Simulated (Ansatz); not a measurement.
# P on Co(0001): change of the work function, part 2 of 2

Aim: the work function of Co(0001) at several coverages of P (fcc site), and the dipole that each adsorbate carries.

Ansatz 0.2.0; plane-wave DFT, PBE, Ansatz PAW.

So far, work function, upper face (eV): step 2 (the clean slab) 4.93; step 3 (37 atoms, coverage 0.111 ML, cell 3x3) 5.09.

## 4. Adsorbate added, k-mesh 6×6×1, coverage 0.25 ML

System of this step: P/Co(0001). The cell holds 17 atoms: 16 Co and 1 P. Its edges and angles: a = 5.020 Å, b = 5.020 Å, c = 25.939 Å, α = 90.0°, β = 90.0°, γ = 60.0°. Vacuum lies along c.

Another coverage, to see how the dipoles act on each other as their distance changes.

Contents of input.yaml:

```yaml
crystal:
  lattice:
    - [5.02, 0.0, 0.0]
    - [2.51, 4.347447527, 0.0]
    - [0.0, 0.0, 25.9394195692]
  atoms:
    - { symbol: Co, position: [0.3333333333, 0.3333333333, 0.346962274], spin: 1.82 }
    - { symbol: Co, position: [0.0, 0.0, 0.4254378156], spin: 1.76 }
    - { symbol: Co, position: [0.3333333333, 0.3333333333, 0.5042910493], spin: 1.74 }
    - { symbol: Co, position: [0.0, 0.0, 0.5792897966], spin: 1.79 }
    - { symbol: Co, position: [0.3333333333, 0.8333333333, 0.346962274], spin: 1.82 }
    - { symbol: Co, position: [0.0, 0.5, 0.4254378156], spin: 1.76 }
    - { symbol: Co, position: [0.3333333333, 0.8333333333, 0.5042910493], spin: 1.74 }
    - { symbol: Co, position: [0.0, 0.5, 0.5792897966], spin: 1.79 }
    - { symbol: Co, position: [0.8333333333, 0.3333333333, 0.346962274], spin: 1.82 }
    - { symbol: Co, position: [0.5, 0.0, 0.4254378156], spin: 1.76 }
    - { symbol: Co, position: [0.8333333333, 0.3333333333, 0.5042910493], spin: 1.74 }
    - { symbol: Co, position: [0.5, 0.0, 0.5792897966], spin: 1.79 }
    - { symbol: Co, position: [0.8333333333, 0.8333333333, 0.346962274], spin: 1.82 }
    - { symbol: Co, position: [0.5, 0.5, 0.4254378156], spin: 1.76 }
    - { symbol: Co, position: [0.8333333333, 0.8333333333, 0.5042910493], spin: 1.74 }
    - { symbol: Co, position: [0.5, 0.5, 0.5792897966], spin: 1.79 }
    - { symbol: P, position: [0.1666666667, 0.1666666667, 0.653037726] }
magnetization:
  spin_polarized: true
kpoints:
  mp_grid: { grid: [6, 6, 1] }
hamiltonian:
  xc: pbe
scf:
  occupations: { method: fermi_dirac, width: 0.1 }
  convergence: { dr2_threshold: 1.0e-08 }
efield:
  axis: 3
  dipole_correction: true
  ramp_position: 0.97
  ramp_width: 0.06
relax:
  f_tol: 0.02
  max_steps: 60
  constraints: [{ sites: [0, 1, 4, 5, 8, 9, 12, 13] }]
output:
  dos: { projected: true, e_range: [-8, 4] }
  write_potential: true
  write_density: true
  volumetric_format: npy
  elf: true
```

On the command line:

```
> ansatz run input.yaml --threads 4 --pin off --max-ram 16384MiB --backend cpu --events-out ev --progress --plain --runs-dir out
```

The job ended after 7.1 min (4 threads of Arm Neoverse V1, shared host; peak memory 3.1 GiB; 28 min of CPU time).

Step by step:

| step | energy less that of the first step (eV) | largest force component (eV/Å) |
| --- | --- | --- |
| 1 | 0.0000 | 2.8974 |
| 2 | -0.3823 | 1.6199 |
| 3 | -0.5136 | 0.4786 |
| 4 | -0.5261 | 0.0830 |
| 5 | -0.5272 | 0.0132 |

Forces are held to the 6 operations that the program found; a distortion that breaks them can't arise in this run.

The atoms that moved most (Å):

| atom | dx | dy | dz | length |
| --- | --- | --- | --- | --- |
| P17 | 0.000 | 0.000 | -0.302 | 0.302 |
| Co15 | 0.000 | 0.000 | -0.068 | 0.068 |
| Co12 | 0.034 | -0.020 | 0.020 | 0.044 |
| Co8 | 0.000 | 0.039 | 0.020 | 0.044 |
| Co4 | -0.034 | -0.020 | 0.020 | 0.044 |
| Co16 | 0.000 | 0.000 | 0.028 | 0.028 |

The relaxed structure:

```
Co P
1.0
     5.02000    0.00000    0.00000
     2.51000    4.34745    0.00000
     0.00000    0.00000   25.93942
Co P
16 1
Direct
  0.33333 0.33333 0.34696
  0.00000 0.00000 0.42544
  0.33326 0.33326 0.50433
  0.99551 0.99551 0.58007
  0.33333 0.83333 0.34696
  0.00000 0.50000 0.42544
  0.33326 0.83348 0.50433
  0.99551 0.50899 0.58007
  0.83333 0.33333 0.34696
  0.50000 0.00000 0.42544
  0.83348 0.33326 0.50433
  0.50899 0.99551 0.58007
  0.83333 0.83333 0.34696
  0.50000 0.50000 0.42544
  0.83333 0.83333 0.50168
  0.50000 0.50000 0.58037
  0.16667 0.16667 0.64138
```

Numbers from this step:

```yaml
energy_at_zero_smearing: -82769.4204 eV
total_moment: 26.14 μB
work_function_upper_face: 5.239 eV
work_function_lower_face: 5.000 eV
dipole_along_the_normal: -0.02883 e·Å
step_between_the_vacuum_levels: 0.2390 eV
```

The density of states has structure finer than the step of the table below, so its rows give means over 0.25 eV. Peaks (eV: height): total -2.560: 60.5, -2.350: 51.8, -2.260: 51.6, -1.950: 47.7, -1.110: 58.9, -0.840: 70.5, 1.080: 44.5; up -3.070: 31.3, -2.800: 34.8, -2.530: 33.2, -2.200: 32.2, -1.830: 31.7, -1.770: 32.4, -1.110: 35.6; down -2.560: 32.6, -0.960: 29.6, -0.900: 33.8, -0.840: 48.4, -0.360: 30.5, 0.810: 35.4, 1.080: 43.6.

Table of density of states by energy, zero at the Fermi level; means over each step; values in states/eV a cell:

| energy (eV) | total | up | down |
| --- | --- | --- | --- |
| -7.75 | 1.01 | 0.508 | 0.497 |
| -7.50 | 0.952 | 0.485 | 0.467 |
| -7.25 | 1.02 | 0.526 | 0.499 |
| -7.00 | 1.47 | 0.844 | 0.627 |
| -6.75 | 2.41 | 1.16 | 1.24 |
| -6.50 | 1.75 | 0.948 | 0.807 |
| -6.25 | 2.64 | 1.41 | 1.23 |
| -6.00 | 2.65 | 1.44 | 1.22 |
| -5.75 | 3.16 | 1.75 | 1.41 |
| -5.50 | 2.38 | 1.15 | 1.23 |
| -5.25 | 4.61 | 3.92 | 0.686 |
| -5.00 | 8.38 | 5.98 | 2.40 |
| -4.75 | 11.8 | 8.52 | 3.24 |
| -4.50 | 14.5 | 11.9 | 2.59 |
| -4.25 | 17.4 | 15.2 | 2.21 |
| -4.00 | 18.2 | 10.5 | 7.70 |
| -3.75 | 22.0 | 14.8 | 7.18 |
| -3.50 | 24.2 | 16.6 | 7.53 |
| -3.25 | 19.7 | 10.8 | 8.83 |
| -3.00 | 29.2 | 19.2 | 9.96 |
| -2.75 | 33.4 | 23.8 | 9.60 |
| -2.50 | 40.6 | 27.7 | 13.0 |
| -2.25 | 40.8 | 24.3 | 16.5 |
| -2.00 | 32.2 | 18.8 | 13.4 |
| -1.75 | 27.5 | 19.8 | 7.73 |
| -1.50 | 35.3 | 19.2 | 16.1 |
| -1.25 | 40.8 | 22.5 | 18.3 |
| -1.00 | 48.4 | 25.4 | 23.0 |
| -0.75 | 41.4 | 18.2 | 23.2 |
| -0.50 | 22.8 | 5.81 | 17.0 |
| -0.25 | 20.3 | 4.69 | 15.6 |
| 0.00 | 15.6 | 3.07 | 12.6 |
| 0.25 | 19.3 | 3.47 | 15.8 |
| 0.50 | 18.6 | 2.59 | 16.0 |
| 0.75 | 23.0 | 2.93 | 20.1 |
| 1.00 | 32.7 | 4.27 | 28.4 |
| 1.25 | 17.8 | 1.19 | 16.6 |
| 1.50 | 9.62 | 3.35 | 6.27 |
| 1.75 | 5.61 | 1.86 | 3.75 |

Projected DOS per atom over height of the atomic layer and energy from the Fermi level. Layers: Co4 Co4 Co4 Co4 P from below.

Values in states/eV, 22 rows by 5 columns, each cell a mean:
```
0.31 0.24 0.26 0.27 0.51
0.80 1.06 0.94 0.78 0.75
1.74 1.82 1.76 1.30 0.55
1.27 0.88 0.93 1.30 0.77
1.11 0.87 0.92 1.18 0.73
1.58 1.47 1.49 1.63 0.47
3.17 2.94 2.94 2.68 0.41
2.66 2.10 1.95 2.44 0.46
1.99 1.59 1.60 1.90 0.93
2.69 2.19 2.02 2.31 0.69
1.98 1.87 2.09 2.03 1.09
1.16 1.46 1.37 1.22 0.93
1.24 1.43 1.42 1.40 1.16
0.78 1.21 1.23 0.93 0.66
0.54 0.99 1.02 0.70 0.47
0.34 0.55 0.60 0.45 0.30
0.14 0.18 0.17 0.14 0.11
0.11 0.21 0.22 0.12 0.07
0.12 0.13 0.16 0.09 0.09
0.08 0.15 0.18 0.06 0.07
0.03 0.10 0.10 0.02 0.02
0.03 0.10 0.09 0.01 0.03
```
Columns: height of the atomic layer (Å) from 9 to 16.6 (not evenly spaced); rows upwards: energy from the Fermi level (eV) from -7.96 to 1.95.

Projected DOS per atom, spin up over height of the atomic layer and energy from the Fermi level. Layers: Co4 Co4 Co4 Co4 P from below.

Ten even steps from '_' (0.01 states/eV) to '@' (1.90 states/eV), each cell a mean:
```
________..
________..
________..
______..--
______..::
....::::..
##@@@@##..
%%**++**..
##++==++..
@@##**%%..
%%**##**..
--======::
++++++++::
--====--..
::====::..
..::::..__
__________
__________
__________
__________
__________
__________
```
Columns: height of the atomic layer (Å) from 9 to 16.6 (not evenly spaced); rows upwards: energy from the Fermi level (eV) from -7.96 to 1.95.

Projected DOS per atom, spin down over height of the atomic layer and energy from the Fermi level. Layers: Co4 Co4 Co4 Co4 P from below.

Ten even steps from '_' (0.01 states/eV) to '@' (1.83 states/eV), each cell a mean:
```
..__..__..
--++==--::
%%%%%%**__
**====++__
==--====..
##**++++..
@@******..
++==++**__
::----==--
====----::
::----==--
::----::::
..::::::--
__......::
____..____
__________
__________
__________
__________
__________
__________
__________
```
Columns: height of the atomic layer (Å) from 9 to 16.6 (not evenly spaced); rows upwards: energy from the Fermi level (eV) from -7.96 to 1.95.

Site moment by atom:

| atom | site moment (μB) |
| --- | --- |
| Co1 | 1.84 |
| Co2 | 1.77 |
| Co3 | 1.74 |
| Co4 | 1.29 |
| Co5 | 1.84 |
| Co6 | 1.77 |
| Co7 | 1.74 |
| Co8 | 1.29 |
| Co9 | 1.84 |
| Co10 | 1.77 |
| Co11 | 1.74 |
| Co12 | 1.29 |
| Co13 | 1.84 |
| Co14 | 1.78 |
| Co15 | 1.71 |
| Co16 | 1.91 |
| P17 | -0.06 |

Spin density in the ca plane at fractional y = 0.000, with atoms of Co within 0.2 Å of it.

Ten even steps from '0' (0.0 e/Å³) to '9' (5.3 e/Å³), each cell a mean:
```
00000000351000000002410000000000000000000000
00000000000000000000000000000000000000000000
00000000000000000000000000000000000000000000
00000000000000000000000000000000000000000000
00000000000000000000000000000000000000000000
00000000351000000002410000000000000000000000
00000000692000000004610000000000000000000000
00000000110000000000100000000000000000000000
00000000000000000000000000000000000000000000
00000000000000000000000000000000000000000000
00000000000000000000000000000000000000000000
00000000110000000000100000000000000000000000
00000000692000000004610000000000000000000000
```
Columns run along c (16.0 Å, from fractional 0.30 to 0.92 of the cell), rows up along a (5.0 Å). Atoms in or near the plane, at fractional coordinates: Co at (0.43, 0.00), Co at (0.58, 0.00), Co at (0.43, 0.50), Co at (0.58, 0.51).

ELF of down spins in the ca plane at fractional y = 0.000, with atoms of Co within 0.2 Å of it. It is the smooth field of the valence electrons, not physical close to the nuclei.

Values, 7 rows by 16 columns, each cell a mean:
```
0.39 0.28 0.28 0.52 0.28 0.27 0.28 0.56 0.16 0.22 0.07 0.01 0.00 0.00 0.00 0.00
0.17 0.16 0.30 0.26 0.25 0.17 0.28 0.27 0.24 0.06 0.01 0.00 0.00 0.00 0.00 0.00
0.31 0.22 0.26 0.37 0.27 0.21 0.25 0.41 0.15 0.14 0.04 0.00 0.00 0.00 0.00 0.00
0.51 0.41 0.33 0.81 0.31 0.38 0.32 0.80 0.37 0.61 0.33 0.05 0.00 0.00 0.00 0.00
0.23 0.18 0.27 0.26 0.26 0.17 0.26 0.25 0.66 0.85 0.67 0.15 0.01 0.00 0.00 0.00
0.19 0.17 0.28 0.24 0.25 0.17 0.26 0.25 0.68 0.85 0.70 0.17 0.01 0.00 0.00 0.00
0.47 0.36 0.31 0.70 0.30 0.34 0.31 0.68 0.45 0.71 0.43 0.07 0.00 0.00 0.00 0.00
```
Columns run along c (16.0 Å, from fractional 0.30 to 0.92 of the cell), rows up along a (5.0 Å). Atoms in or near the plane, at fractional coordinates: Co at (0.43, 0.00), Co at (0.58, 0.00), Co at (0.43, 0.50), Co at (0.58, 0.51).

ELF in the ca plane at fractional y = 0.000, with atoms of Co within 0.2 Å of it. It is the smooth field of the valence electrons, not physical close to the nuclei.

Ten even steps from '0' (0.00) to '9' (0.96), each cell a mean:
```
33333323795123223237961123221000000000000000
22111221232221112212321111000000000000000000
11121122222211221222222210000000000000000000
11121122222211211222222210000000000000000000
22111221232221112212321111000000000000000000
33333323795123223237961123221000000000000000
34433314996223333238972356654210000000000000
33222222563122222224533678876421000000000000
21111121111221111221125788998631000000000000
11221123222321221222246778998642000000000000
21111121111221111221125788998631000000000000
33222222563122222224533678876421000000000000
34433314996223333238972356654210000000000000
```
Columns run along c (16.0 Å, from fractional 0.30 to 0.92 of the cell), rows up along a (5.0 Å). Atoms in or near the plane, at fractional coordinates: Co at (0.43, 0.00), Co at (0.58, 0.00), Co at (0.43, 0.50), Co at (0.58, 0.51).

The relaxation took 5 steps and lowered the energy by 0.53 eV; the largest force on the free atoms ends at 0.013 eV/Å.

By hand: a sheet of dipoles makes a step −p/(ε₀A) in the electron's potential. With e/ε₀ = 180.95 V·Å, p = -0.02883 e·Å and A = 21.82 Å², that is −180.95 × (-0.02883) / 21.82 = +0.239 eV, and the two vacuum levels of the run differ by +0.239 eV.

The covered face has 5.24 eV, +0.31 eV against the clean one; the bare back face has moved by +0.01 eV, a measure of how thin the slab is.

## 5. The covered slab, k-mesh 6×6×1, coverage 0.5 ML

System of this step: P/Co(0001). The cell holds 18 atoms: 16 Co and 2 P. Cell: a = 5.020 Å, b = 5.020 Å, c = 25.939 Å, α = 90.0°, β = 90.0°, γ = 60.0°. Vacuum lies along c.

Edit input.yaml of step 4 so:

```diff
@@ -23,2 +23,3 @@
     - { symbol: P, position: [0.1666666667, 0.1666666667, 0.653037726] }
+    - { symbol: P, position: [0.6666666667, 0.1666666667, 0.653037726] }
 magnetization:
```

Wall time 16 min (4 threads); peak memory 3.9 GiB; 63 min of CPU time.

The steps of the relaxation:

| step | energy less that of the first step (eV) | largest force component (eV/Å) |
| --- | --- | --- |
| 1 | 0.0000 | 1.4692 |
| 2 | -0.2246 | 1.0466 |
| 3 | -0.3852 | 0.5365 |
| 4 | -0.3283 | 0.2883 |
| 5 | -0.4129 | 0.0291 |
| 6 | -0.4131 | 0.0058 |

Relaxation step 4 was tried and not accepted.

The run keeps the 4 symmetry operations that the program found, so distortions that break them were not tested.

The atoms that moved most (Å):

| atom | dx | dy | dz | length |
| --- | --- | --- | --- | --- |
| P18 | 0.000 | -0.010 | -0.204 | 0.205 |
| P17 | 0.000 | -0.010 | -0.204 | 0.205 |
| Co7 | 0.000 | 0.005 | -0.063 | 0.063 |
| Co15 | 0.000 | 0.005 | -0.063 | 0.063 |
| Co16 | 0.000 | 0.006 | 0.046 | 0.047 |
| Co8 | 0.000 | 0.006 | 0.046 | 0.047 |
| Co4 | 0.000 | -0.044 | 0.013 | 0.046 |
| Co12 | 0.000 | -0.044 | 0.013 | 0.046 |

The relaxed structure:

```xyz
18
Lattice="5.0200 0.0000 0.0000 2.5100 4.3474 0.0000 0.0000 0.0000 25.9394" Properties=species:S:1:pos:R:3
Co    2.5100    1.4491    9.0000
Co    0.0000    0.0000   11.0356
Co    2.5100    1.4555   13.0853
Co    0.0000   -0.0444   15.0390
Co    3.7650    3.6229    9.0000
Co    1.2550    2.1737   11.0356
Co    3.7650    3.6281   13.0184
Co    1.2550    2.1801   15.0727
Co    5.0200    1.4491    9.0000
Co    2.5100    0.0000   11.0356
Co    5.0200    1.4555   13.0853
Co    2.5100   -0.0444   15.0390
Co    6.2750    3.6229    9.0000
Co    3.7650    2.1737   11.0356
Co    6.2750    3.6281   13.0184
Co    3.7650    2.1801   15.0727
P     1.2550    0.7144   16.7350
P     3.7650    0.7144   16.7350
```

The relaxation took 6 steps and lowered the energy by 0.41 eV; the largest force on the free atoms ends at 0.0058 eV/Å.

The covered face has 5.13 eV, +0.20 eV against the clean one; the bare back face has moved by -0.01 eV, a measure of how thin the slab is.

## 6. The covered slab, k-mesh 12×12×1, coverage 1 ML

System of this step: P/Co(0001). The cell holds 5 atoms: 4 Co and 1 P. Cell: a = 2.510 Å, b = 2.510 Å, c = 25.939 Å, α = 90.0°, β = 90.0°, γ = 60.0°. Vacuum lies along c.

input.yaml, the sections that differ from step 5:

```yaml
crystal:
  lattice:
    - [2.51, 0.0, 0.0]
    - [1.255, 2.1737237635, 0.0]
    - [0.0, 0.0, 25.9394195692]
  atoms:
    - { symbol: Co, position: [0.6666666667, 0.6666666667, 0.346962274], spin: 1.82 }
    - { symbol: Co, position: [0.0, 0.0, 0.4254378156], spin: 1.76 }
    - { symbol: Co, position: [0.6666666667, 0.6666666667, 0.5042910493], spin: 1.74 }
    - { symbol: Co, position: [0.0, 0.0, 0.5792897966], spin: 1.79 }
    - { symbol: P, position: [0.3333333333, 0.3333333333, 0.653037726] }
kpoints:
  mp_grid: { grid: [12, 12, 1] }
relax:
  f_tol: 0.02
  max_steps: 60
  constraints: [{ sites: [0, 1] }]
output:
  write_potential: true
  write_density: true
  volumetric_format: npy
# magnetization, hamiltonian, scf, efield: as in step 5
```

It took 63 s on 4 threads; peak memory 0.61 GiB; 4 min of CPU time.

Relaxation path:

| step | energy less that of the first step (eV) | largest force component (eV/Å) |
| --- | --- | --- |
| 1 | 0.0000 | 1.1941 |
| 2 | -0.0403 | 0.9151 |
| 3 | -0.0771 | 0.4437 |
| 4 | -0.0862 | 0.1089 |
| 5 | -0.0872 | 0.0318 |
| 6 | -0.0873 | 0.0009 |

Forces are held to the 6 operations that the program found; a distortion that breaks them can't arise in this run.

The atoms that moved most (Å):

| atom | dx | dy | dz | length |
| --- | --- | --- | --- | --- |
| P5 | 0.000 | 0.000 | -0.093 | 0.093 |
| Co4 | 0.000 | 0.000 | 0.054 | 0.054 |
| Co3 | 0.000 | 0.000 | -0.041 | 0.041 |

Final coordinates:

```
Co P
1.0
     2.51000    0.00000    0.00000
     1.25500    2.17372    0.00000
     0.00000    0.00000   25.93942
Co P
4 1
Direct
  0.66667 0.66667 0.34696
  0.00000 0.00000 0.42544
  0.66667 0.66667 0.50269
  0.00000 0.00000 0.58137
  0.33333 0.33333 0.64946
```

Running mean over 2.03561 Å of the planar mean; the ramp of the sawtooth is left out. The electron's electrostatic potential energy less the Fermi level by z:

z (Å), electron's electrostatic potential energy less the Fermi level (eV) and a bar from the least value:
```
      3.5        5.0 ##############################
      4.0        5.0 ##############################
      4.5        5.0 ##############################
      5.0        5.0 ##############################
      5.5        5.0 ##############################
      6.0        4.9 ##############################
      6.5        4.8 ##############################
      7.0        4.2 #############################
      7.5        1.9 #########################
      8.0       -3.5 #################
      8.5       -8.6 #########
      9.0      -10.3 #######
      9.5      -10.5 #######
     10.0      -10.5 ######
     10.5      -10.5 ######
     11.0      -10.6 ######
     11.5      -10.8 ######
     12.0      -10.9 ######
     12.5      -10.8 ######
     13.0      -10.6 ######
     13.5      -10.5 ######
     14.0      -10.5 ######
     14.5      -10.6 ######
     15.0      -11.1 ######
     15.5      -13.1 ###
     16.0      -14.8 
     16.5      -13.7 ##
     17.0      -11.8 #####
     17.5       -8.4 ##########
     18.0       -2.2 ###################
     18.5        2.7 ###########################
     19.0        4.3 #############################
     19.5        4.6 #############################
     20.0        4.7 ##############################
     20.5        4.7 ##############################
     21.0        4.7 ##############################
     21.5        4.7 ##############################
     22.0        4.7 ##############################
     22.5        4.7 ##############################
```

The relaxation took 6 steps and lowered the energy by 0.087 eV; the largest force on the free atoms ends at 9.5e-4 eV/Å.

The covered face has 4.69 eV, -0.24 eV against the clean one; the bare back face has moved by -0.02 eV, a measure of how thin the slab is.

## 7. Work function against coverage

This step: plane-wave DFT, PBE, Ansatz PAW; work function against coverage (Ansatz 0.2.0).

The runs are now put side by side.

This step gave:

```
work function of the clean face     : 4.925 eV
largest change of the work function : 0.3137 eV
```

Work function of the covered face against coverage:

| coverage (adsorbates/nm²) | work function of the covered face (eV) |
| --- | --- |
| 0.00 | 4.93 |
| 2.04 | 5.09 |
| 4.58 | 5.24 |
| 9.16 | 5.13 |
| 18.33 | 4.69 |

The dipole per adsorbate comes from the change of the cell's dipole. Coverage, by row:

| coverage (1/nm²) | coverage (ML) | work function (eV) | change (eV) | dipole per adsorbate, positive end outwards (debye) | mean height of the added atoms over the highest substrate atom (Å) |
| --- | --- | --- | --- | --- | --- |
| 2.036 | 0.1111 | 5.089 | 0.1635 | -0.206 | 1.598 |
| 4.582 | 0.25 | 5.239 | 0.3137 | -0.175 | 1.583 |
| 9.164 | 0.5 | 5.13 | 0.205 | -0.064 | 1.662 |
| 18.33 | 1 | 4.687 | -0.2381 | 0.032 | 1.766 |

## 8. What came out

* work function of the clean face: 4.93 eV
* work function at 0.11 ML: 5.09 eV
* work function at 0.25 ML: 5.24 eV
* work function at 0.5 ML: 5.13 eV
* work function at 1 ML: 4.69 eV
* dipole per adsorbate at 0.11 ML, positive end outwards: -0.21 D

P raises the work function of Co(0001) at the lowest coverage, by 0.16 eV: the adsorbate layer has its negative end outwards. The change reverses its sign between the lowest and the highest coverage, while the adsorbate's height goes from 1.6 to 1.8 Å. The slab has 4 layers, at the tabulated experimental lattice constant, one starting site was run, and quantum-size effects of a slab this thin can reach one or two tenths of an eV. The magnetic order is the one reached from the typed start; other orders were not compared.

[Long decimals in the printed logs are rounded to 6 places.]

[Logs are printed without paths, hosts, clocks, repeated set-up lines and the standing remarks that a program may print on its own settings, such as how far it seeks lower states.]

[Hosts, paths, dates, database ids (printed as entryN), source tags and the programs' standing remarks are cut or masked in the printed files.]

[Maps of the electrostatic potential energy from Ansatz leave out the sawtooth potential of an applied field or a dipole correction, so their vacuum need not be flat; planar profiles and work functions include it.]
